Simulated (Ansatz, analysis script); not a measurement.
**Free-standing square Rh monolayer, spacing 3.069 Å: E(q) by the generalised Bloch theorem**

Wanted: E(q) and the moments of a free-standing square Rh monolayer, spacing 3.069 Å along a path through the zone.

Program: Ansatz 0.2.0. Level of theory: PBE, PAW set soft_1. Results are calculated unless marked as measured.

**1. Starting point**

The cell holds 1 atom: 1 Rh. Cell: a = 3.069 Å, b = 3.069 Å, c = 14.000 Å, α = 90.0°, β = 90.0°, γ = 90.0°. An idealised lattice of chosen spacing, in vacuum. Vacuum lies along c.

**2. The collinear state**

A collinear run comes first: it shows whether moments survive, and how large they are.

input.yaml reads:

```yaml
crystal:
  lattice:
    - [3.069, 0.0, 0.0]
    - [0.0, 3.069, 0.0]
    - [0.0, 0.0, 14.0]
  atoms:
    - { symbol: Rh, position: [0.0, 0.0, 0.5], spin: 1.0 }
magnetization:
  spin_polarized: true
kpoints:
  mp_grid: { grid: [6, 6, 1] }
hamiltonian:
  xc: pbe
  pseudopotentials: { kind: paw, azcp: { folder: soft_1 } }
scf:
  occupations: { method: fermi_dirac, width: 0.1 }
  max_iter: 120
  convergence: { dr2_threshold: 1.0e-08 }
  lower_state_search: "off"
output:
  write_density: true
  write_potential: true
  elf: true
  volumetric_format: npy
```

Run with:

```console
$ ansatz run input.yaml --threads 4 --pin off --max-ram 8192MiB --backend cpu --events-out ev --progress --plain --runs-dir out
```

Numbers of over 12 decimals in the logs are rounded to 6 here.

The program printed:

```text
Engine: ansatz 0.2.0, aarch64-unknown-linux-gnu
Pseudopotentials: kind: paw
Pseudopotential: Rh, paw, valence charge 17, recommended cutoff 420 eV (normal), soft_1/Rh.paw.azcp
Functional definition: PBE
  parameter kappa = 0.804
  parameter beta = 0.066725
  exchange = pbe_x(kappa = kappa, mu = beta*pi^2/3)
  correlation = pbe_c(beta = beta)
Crystal: 1 atoms, lattice volume = 131.863 Å³
Basis set: ecut = 420 eV, 2583 PW (Γ)
Bands: 13, of which v1, the nominal top of the filled ones, is band 9 counted from 1 (8 counted from 0)
Symmetry: 16 space group operations
Space group: P4/mmm (ITA 123), of the structure as read, at distance tolerance 5.1e-5 Å
Magnetic group: BNS 123.339 (UNI 999), of the structure as read, at distance tolerance 5.1e-5 Å
k-points: 10 of 36
Non-local potential: Rh, projectors of the file, l = 0: 3, l = 1: 2, l = 2: 2, l = 3: 1
PAW form: soft (Blöchl's): semilocal exchange-correlation on the pseudo side does not see the compensation charge
PAW one-centre angular grid: Rh, 590 points (default); XC on 64 Gauss nodes
Initial density: superposition of atomic densities (neutral atoms: chi_scale 0, normalization atom)
Starting moments: Σ|m| = 1 μB on 1 of 1 site
Initial wavefunctions: pseudopotential atomic-orbital guess
Functional: x = pbe(κ = 0.804, μ = 0.219515), c = pbe(β = 0.066725)
iter 1 solved again at ethr=8.35e-4 eV; its pass at ethr=3.10e-3 eV (dr2=1.42e-1 eV) is discarded
SCF iter   1: F=—  HF=-6399.552786 eV  |F-HF|=—  |Δ(HF+E_count)|=         —  Δρ=1.01e-2 (↑8.15e-3 ↓1.01e-2)  dr2=1.45e-1  dr2_m=6.24e-2  M=1.395 μB ∫|m|=1.399 μB  β_m=1.00  ethr=8.35e-4  ⟨swp⟩=1.0  Hψ=1748  notcnv=0
preconditioner: auto → LDOS  [metal: Δε(μ)=0.011 eV  Ē_g=5.557 eV  σ=0.100 eV  W_gap=0.03  n_scr=8 (ndim 8)  ℏωp=9.7 eV  f_vac=0.692  D(μ)=4.69/eV (n_scr^D=38)]
spin=Collinear: LDOS preconditioning applied to the charge; magnetization (m = ρ↑ − ρ↓) channel mixes plain (no charge-response kernel on spin).
SCF iter   2: F=—  HF=-6399.599150 eV  |F-HF|=—  |Δ(HF+E_count)|=   4.64e-2  Δρ=7.31e-3 (↑2.86e-3 ↓7.31e-3)  dr2=9.45e-2  dr2_m=2.26e-2  M=1.617 μB ∫|m|=1.625 μB  β_m=1.00  ethr=8.35e-4  ⟨swp⟩=2.5  Hψ=427  notcnv=0
SCF iter   3: F=—  HF=-6399.594496 eV  |F-HF|=—  |Δ(HF+E_count)|=   4.65e-3  Δρ=3.20e-3 (↑1.80e-3 ↓3.20e-3)  dr2=4.45e-2  dr2_m=1.02e-3  M=1.651 μB ∫|m|=1.662 μB  β_m=1.00  ethr=5.56e-4  ⟨swp⟩=2.0  Hψ=317  notcnv=0
SCF iter   4: F=—  HF=-6399.597351 eV  |F-HF|=—  |Δ(HF+E_count)|=   2.85e-3  Δρ=2.41e-3 (↑1.07e-3 ↓2.41e-3)  dr2=6.58e-3  dr2_m=1.46e-3  M=1.622 μB ∫|m|=1.636 μB  β_m=0.30  ethr=2.62e-4  ⟨swp⟩=2.0  Hψ=461  notcnv=0
SCF iter   5: F=—  HF=-6399.605106 eV  |F-HF|=—  |Δ(HF+E_count)|=   7.76e-3  Δρ=8.97e-4 (↑7.24e-4 ↓8.97e-4)  dr2=2.70e-3  dr2_m=1.63e-4  M=1.642 μB ∫|m|=1.657 μB  β_m=1.00  ethr=3.87e-5  ⟨swp⟩=2.4  Hψ=530  notcnv=0
SCF iter   6: F=—  HF=-6399.609055 eV  |F-HF|=—  |Δ(HF+E_count)|=   3.95e-3  Δρ=5.36e-4 (↑5.26e-4 ↓5.36e-4)  dr2=6.94e-4  dr2_m=5.04e-5  M=1.643 μB ∫|m|=1.658 μB  β_m=1.00  ethr=1.59e-5  ⟨swp⟩=2.0  Hψ=420  notcnv=0
SCF iter   7: F=—  HF=-6399.610444 eV  |F-HF|=—  |Δ(HF+E_count)|=   1.39e-3  Δρ=3.45e-4 (↑1.77e-4 ↓3.45e-4)  dr2=8.92e-5  dr2_m=6.66e-5  M=1.640 μB ∫|m|=1.657 μB  β_m=1.00  ethr=4.08e-6  ⟨swp⟩=2.4  Hψ=400  notcnv=0
SCF iter   8: F=—  HF=-6399.611274 eV  |F-HF|=—  |Δ(HF+E_count)|=   8.29e-4  Δρ=2.74e-4 (↑1.12e-4 ↓2.74e-4)  dr2=8.55e-5  dr2_m=1.78e-5  M=1.639 μB ∫|m|=1.656 μB  β_m=0.30  ethr=5.24e-7  ⟨swp⟩=2.0  Hψ=407  notcnv=0
Mixer restart at iter 8: flushing history
spin-set hold released at iteration 8 (site moments contracting): the magnetisation degrees of freedom join the quasi-Newton model from the next iteration; the mixer history was flushed
SCF iter   9: F=—  HF=-6399.611689 eV  |F-HF|=—  |Δ(HF+E_count)|=   4.15e-4  Δρ=1.54e-4 (↑1.02e-4 ↓1.54e-4)  dr2=1.99e-5  dr2_m=1.31e-5  M=1.640 μB ∫|m|=1.658 μB  β_m=0.65  ethr=5.03e-7  ⟨swp⟩=1.0  Hψ=268  notcnv=0
SCF iter  10: F=—  HF=-6399.612143 eV  |F-HF|=—  |Δ(HF+E_count)|=   4.54e-4  Δρ=1.50e-4 (↑4.57e-5 ↓1.50e-4)  dr2=1.21e-5  dr2_m=1.02e-5  M=1.643 μB ∫|m|=1.661 μB  β_m=0.70  ethr=1.17e-7  ⟨swp⟩=2.0  Hψ=444  notcnv=0
SCF iter  11: F=—  HF=-6399.612152 eV  |F-HF|=—  |Δ(HF+E_count)|=   9.33e-6  Δρ=8.40e-5 (↑3.27e-5 ↓8.40e-5)  dr2=2.93e-6  dr2_m=2.84e-6  M=1.643 μB ∫|m|=1.662 μB  β_m=0.85  ethr=7.10e-8  ⟨swp⟩=1.7  Hψ=366  notcnv=0
SCF iter  12: F=—  HF=-6399.612157 eV  |F-HF|=—  |Δ(HF+E_count)|=   4.24e-6  Δρ=5.05e-5 (↑1.03e-5 ↓5.05e-5)  dr2=1.68e-6  dr2_m=8.18e-7  M=1.643 μB ∫|m|=1.662 μB  β_m=0.92  ethr=1.72e-8  ⟨swp⟩=2.1  Hψ=412  notcnv=0
SCF iter  13: F=—  HF=-6399.612158 eV  |F-HF|=—  |Δ(HF+E_count)|=   1.60e-6  Δρ=3.42e-5 (↑4.72e-6 ↓3.42e-5)  dr2=6.38e-7  dr2_m=3.69e-7  M=1.643 μB ∫|m|=1.662 μB  β_m=0.96  ethr=9.91e-9  ⟨swp⟩=2.0  Hψ=425  notcnv=0
SCF iter  14: F=—  HF=-6399.612159 eV  |F-HF|=—  |Δ(HF+E_count)|=   1.02e-6  Δρ=1.31e-5 (↑3.44e-6 ↓1.31e-5)  dr2=2.07e-7  dr2_m=5.12e-8  M=1.643 μB ∫|m|=1.662 μB  β_m=0.98  ethr=3.75e-9  ⟨swp⟩=2.0  Hψ=438  notcnv=0
SCF iter  15: F=-6399.612159 eV  HF=-6399.612159 eV  |F-HF|=1.94e-9  |Δ(HF+E_count)|=   6.39e-8  Δρ=1.62e-6 (↑9.45e-7 ↓1.62e-6)  dr2=5.49e-9  dr2_m=1.05e-9  M=1.643 μB ∫|m|=1.662 μB  ethr=5.88e-11  ⟨swp⟩=2.5  Hψ=933  notcnv=0
SCF 1 converged in 15 iterations: F = -6399.612159 eV  dr2 = 5.49e-9
  greatest PAW one-centre occupation: 1.000 electrons in one spin orbital (limit 2), on the Rh atom at site 0 (counted from 0), in its partial waves of l = 0
WARN: The output density's exchange-correlation potential varies sharply where the density is thin. Do not read a vacuum level from v_tot or v_xc, or from such a field of the output density. On a cell that repeats whose density bears no net charge and no dipole along the vacuum's axis use v_es (v_loc + v_h of the components); under efield.dipole_correction with no amplitude use v_es + v_field, which holds any externa [...]
SCF converged after 15 iterations
Magnetization: 1.6433 μB (9.3216 up, 7.6784 down)
Absolute magnetization: 1.6620 μB (∫|ρ↑−ρ↓|, with the PAW one-centre terms)
Spin contamination: 0.0155 ħ² per cell (⟨S²⟩ above its minimum at these occupations)
Per-site moments (μB) at R_I (Å): [(1.562198, 1.2659625)]
Free energy (F): -6399.612159 eV
Harris-Foulkes:  -6399.612159 eV  (|F-HF|=1.94e-9)
Internal energy: -6399.485023 eV  (E = F + TS)
E sigma→0 (E₀):  -6399.548591 eV
Entropy (-TS):   -0.127137 eV (-127.137 meV/atom)
Fermi energy:    -2.182728 eV
--- Per-component energies (eV) ---
  E_band       = -474.803421
  E_kinetic    = 529.756026
  E_local      = -7281.163585  (includes V_loc(G=0)·N_el)
  E_nonlocal   = 304.367705
  E_hartree    = 3253.305766
  E_xc         = -195.474307
  E_vxc        = -244.446397  (∫ρ·V_xc dr)
  E_paw        = -3604.727373  (= ΣΔE_a)
  E_vpaw       = -289.922321  (= ΣTr[D̂ρ^β])
  E_aug_tail   = 0.000115  (compensation charges beyond the density's cutoff)
  E_ewald      = 594.450629
  E_smearing   = -0.127137  (= −TS)
  E_closure    = 0.000000  (closes the sum)
  Σ components = -6399.612159   (vs F -6399.612159, Δ=0.00e0)
--- Band table (eV; the first three rows and the last of 20) ---
  k-point 0 ↑: bands = [... 5 lower, -4.8240, -3.6167, -3.0196, -3.0196, -2.7017, -0.0743, 2.5602, 3.7266]
  k-point 1 ↑: bands = [... 5 lower, -4.4417, -3.4598, -3.4048, -2.9939, -2.8970, 0.5764, 2.9893, 4.2033]
  k-point 2 ↑: bands = [... 5 lower, -3.9815, -3.4916, -3.2596, -2.9420, -2.3512, 2.0815, 4.1692, 4.3241]
  k-point 9 ↓: bands = [... 5 lower, -2.9090, -2.9090, -1.9076, -0.9708, 3.6500, 3.6500, 6.1212, 7.7224]
```

It took 1.2 s on 4 threads of Arm Neoverse V1, shared host; peak memory 0.33 GiB; 4.2 s of CPU time.

Spin moment in the atom's sphere by atom:

```tsv
atom	spin moment in the atom's sphere (μB)
Rh1	1.56
```

The run ends ferromagnetic, with a net moment of 1.64 μB a cell. With one Rh atom carrying the moment, parallel order of its images is forced by the cell, not found.

Spin density in the ca plane at fractional y = 0.000, with atoms of Rh within 0.2 Å of it.

Ten even steps from '0' (0.00 × 1e-1 e/Å³) to '9' (8.88 × 1e-1 e/Å³), each cell a mean:
```
0000000000000000014676300000000000000000
0000000000000000001232100000000000000000
0000000000000000000000000000000000000000
0000000000000000000000000000000000000000
0000000000000000000000000000000000000000
0000000000000000000111000000000000000000
0000000000000000012454200000000000000000
0000000000000000015897310000000000000000
```
Columns run along c (14.0 Å), rows up along a (3.1 Å). Atoms in or near the plane, at fractional coordinates: Rh at (0.50, 0.00).

Valence density in the ca plane at fractional y = 0.000, with atoms of Rh within 0.2 Å of it. It is the smooth field of the valence electrons, not physical close to the nuclei.

Ten steps, logarithmic in the rise over the least value, from '0' (0 e/Å³) to '9' (13 e/Å³), each cell a mean:
```
0000000000000000137998520000000000000000
0000000000000000124676310000000000000000
0000000000000000012332110000000000000000
0000000000000000001111100000000000000000
0000000000000000011222100000000000000000
0000000000000000013454210000000000000000
0000000000000000136887520000000000000000
0000000000000000147998620000000000000000
```
Columns run along c (14.0 Å), rows up along a (3.1 Å). Atoms in or near the plane, at fractional coordinates: Rh at (0.50, 0.00).

ELF in the ca plane at fractional y = 0.000, with atoms of Rh within 0.2 Å of it. It is the smooth field of the valence electrons, not physical close to the nuclei.

Ten even steps from '0' (0.00) to '9' (0.75), each cell a mean:
```
0000000000000001247998631100000000000000
0000000000000001235776421100000000000000
0000000000000001122333221100000000000000
0000000000000001122222221000000000000000
0000000000000001122222221100000000000000
0000000000000001223554321100000000000000
0000000000000001236887521100000000000000
0000000000000001247998631100000000000000
```
Columns run along c (14.0 Å), rows up along a (3.1 Å). Atoms in or near the plane, at fractional coordinates: Rh at (0.50, 0.00).

**3. The same state on a denser mesh**

Levels at the Fermi energy are partly filled, so moments and energy differences can hang on the k-mesh, and the state is solved again on a denser one.

input.yaml, the sections that differ from step 2:

```yaml
crystal:
  lattice:
    - [3.069, 0.0, 0.0]
    - [0.0, 3.069, 0.0]
    - [0.0, 0.0, 14.0]
  atoms:
    - { symbol: Rh, position: [0.0, 0.0, 0.5], spin: 1.56 }
kpoints:
  mp_grid: { grid: [18, 18, 1] }
basis:
  ecutwfc: 420.0
checkpoint:
  read: start
  write: ck
  compress: false
  write_wavefunctions: false
  write_every: 100000
# magnetization, hamiltonian, scf: as in step 2
# output: removed
```

The program printed:

```text
[...]
Magnetization: 1.6623 μB (9.3311 up, 7.6689 down)
Absolute magnetization: 1.6891 μB (∫|ρ↑−ρ↓|, with the PAW one-centre terms)
[...]
Per-site moments (μB) at R_I (Å): [(1.581044, 1.2659625)]
Free energy (F): -6399.647229 eV
[...]
Internal energy: -6399.531621 eV  (E = F + TS)
E sigma→0 (E₀):  -6399.589425 eV
Entropy (-TS):   -0.115607 eV (-115.607 meV/atom)
Fermi energy:    -2.216908 eV
[...]
[key lines of the parts left out:]
SCF converged after 9 iterations
```

Wall time 2.9 s (4 threads); peak memory 0.46 GiB.

Spin moment in the atom's sphere by atom:

```tsv
atom	spin moment in the atom's sphere (μB)
Rh1	1.58
```

The run ends ferromagnetic, with a net moment of 1.66 μB a cell, against 1.64 μB on the first mesh.

Each spiral starts from these moments, tilted 90° from the rotation axis z (a flat spiral); sizes are free, while the program holds flat spirals in their plane. Spin–orbit coupling is switched off, so the energy does not depend on how the axis lies in the crystal. The folder named start holds the saved collinear state, from which each run begins.

The runs on spinors take the mesh 20×20×1.

**4. q = (0, 0, 0)**

The reference is the same input at q = 0, so that basis and exchange-correlation form match those at other q. Every q is chosen so that q/2 is a mesh vector: every spiral then samples the k-points of q = 0, and much mesh noise cancels.

input.yaml, the sections that differ from step 3:

```yaml
crystal:
  lattice:
    - [3.069, 0.0, 0.0]
    - [0.0, 3.069, 0.0]
    - [0.0, 0.0, 14.0]
  atoms:
    - { symbol: Rh, position: [0.0, 0.0, 0.5], spin: 1.58, spin_axis: [1.0, 0.0, 0.0] }
kpoints:
  mp_grid: { grid: [20, 20, 1] }
magnetization:
  noncollinear: true
  spin_spiral: { q: [0.0, 0.0, 0.0] }
checkpoint:
  read: start
# hamiltonian, scf, basis: as in step 3
```

Run with:

```console
$ ansatz run input.yaml --threads 1 --pin off --max-ram 2048MiB --backend cpu --events-out ev --progress --plain --runs-dir out
```

The program printed:

```text
Warning: checkpoint.read: spin treatment differs: saved collinear, current noncollinear; the saved charge density seeds this run and the saved magnetisation is carried along the axis that this deck's starting moments share; the saved density holds an absolute magnetisation of 1.7e0 μB; saved orbitals and DFT+U occupations are not carried; the saved PAW projector densities are carried along that axis
Warning: checkpoint.read: magnetization.spin_spiral differs: saved none, current q = [0, 0, 0]; the saved state is no spin spiral's: the SCF starts from none of its orbitals and from its density, each atom's moment turned about z as a whole to its place on this deck's spiral. A spiral's own state at q: [0, 0, 0] serves better
[...]
Crystal: 1 atoms, lattice volume = 131.863 Å³
Basis set: ecut = 420 eV, 2583 PW (Γ)
Bands: 26, of which v1, the nominal top of the filled ones, is band 17 counted from 1 (16 counted from 0)
Symmetry: 16 space group operations
k-points: 66 of 400
Spin spiral: q = (0, 0, 0) of the reciprocal vectors; moments are told in the frame that turns with it, a site's in that at the site
[...]
SCF iter   6: F=-6399.647604 eV  HF=-6399.647604 eV  |F-HF|=8.79e-10  |Δ(HF+E_count)|=   1.51e-8  Δρ=2.54e-6  dr2=2.53e-9  dr2_m=1.95e-9  ethr=3.05e-11  |M|=1.65e0 ∫|m|=1.68e0 μB  |m|>n=2.5e-2 m-floor=2.5e-2 τ_xc=4.0e-9 mc-row=2.5e-2  ⟨swp⟩=2.2  Hψ=3161  notcnv=0
SCF 1 converged in 6 iterations: F = -6399.647604 eV  dr2 = 2.53e-9
[...]
SCF converged after 6 iterations
Magnetization: |M| = 1.6548 μB,  M = (+1.6548, +0.0000, +0.0000) μB
Absolute magnetization: 1.6841 μB (∫|m|, with the PAW one-centre terms)
  site 0: m = (+1.5766, +0.0000, +0.0000) μB, |m| = 1.5766 μB  (R = 1.27 Å)
Free energy (F): -6399.647604 eV
[...]
Internal energy: -6399.532510 eV  (E = F + TS)
E sigma→0 (E₀):  -6399.590057 eV
Entropy (-TS):   -0.115093 eV (-115.093 meV/atom)
Fermi energy:    -2.215043 eV
[...]
```

Run time: 31 s. Hardware: 1 thread; peak memory 0.65 GiB.

The largest moment is 1.58 μB, against 1.58 μB in the collinear run.

**5. q = (0, 0.1, 0)**

Only q changes. The cell stays that of the crystal, since the generalised Bloch theorem carries the rotation from cell to cell.

input.yaml, as its differences from that of step 4:

```diff
@@ -21,3 +21,3 @@
   noncollinear: true
-  spin_spiral: { q: [0.0, 0.0, 0.0] }
+  spin_spiral: { q: [0.0, 0.1, 0.0] }
 checkpoint:
```

The program printed:

```text
[...]
Crystal: 1 atoms, lattice volume = 131.863 Å³
Basis set: ecut = 420 eV, 2583 PW (Γ)
Bands: 26, of which v1, the nominal top of the filled ones, is band 17 counted from 1 (16 counted from 0)
Symmetry: 4 space group operations
k-points: 121 of 400
[...]
SCF iter   8: F=-6399.639135 eV  HF=-6399.639135 eV  |F-HF|=6.72e-10  |Δ(HF+E_count)|=   2.96e-8  Δρ=1.01e-6  dr2=1.87e-10  dr2_m=3.40e-10  ethr=1.61e-11  |M|=1.63e0 ∫|m|=1.67e0 μB  |m|>n=2.5e-2 m-floor=2.5e-2 τ_xc=3.5e-3 mc-row=2.5e-2 uncertified=12  ⟨swp⟩=1.0  Hψ=9090  notcnv=0
SCF 1 converged in 8 iterations: F = -6399.639135 eV  dr2 = 1.87e-10
[...]
SCF converged after 8 iterations
[...]
Magnetization: |M| = 1.6334 μB,  M = (+1.6334, +0.0000, +0.0000) μB
Absolute magnetization: 1.6747 μB (∫|m|, with the PAW one-centre terms)
  site 0: m = (+1.5617, +0.0000, +0.0000) μB, |m| = 1.5617 μB  (R = 1.27 Å)
Free energy (F): -6399.639135 eV
[...]
Internal energy: -6399.519956 eV  (E = F + TS)
E sigma→0 (E₀):  -6399.579546 eV
Entropy (-TS):   -0.119179 eV (-119.179 meV/atom)
Fermi energy:    -2.210605 eV
[...]
```

The job ended after 81 s (1 thread; peak memory 0.94 GiB).

The energy of the cell lies 8.47 meV above that at q = 0, and the largest moment is 1.56 μB against 1.58 μB.

[end of part 1 of 2]

[Logs and program files are shortened in this print: banners, set-up blocks, solver, clock and traceback lines can be left out without a mark of their own.]

[Logs are printed without paths, hosts, clocks, repeated set-up lines and the standing remarks that a program may print on its own settings, such as how far it seeks lower states.]

[Hosts, paths, dates, database ids (printed as entryN), source tags and the programs' standing remarks are cut or masked in the printed files.]
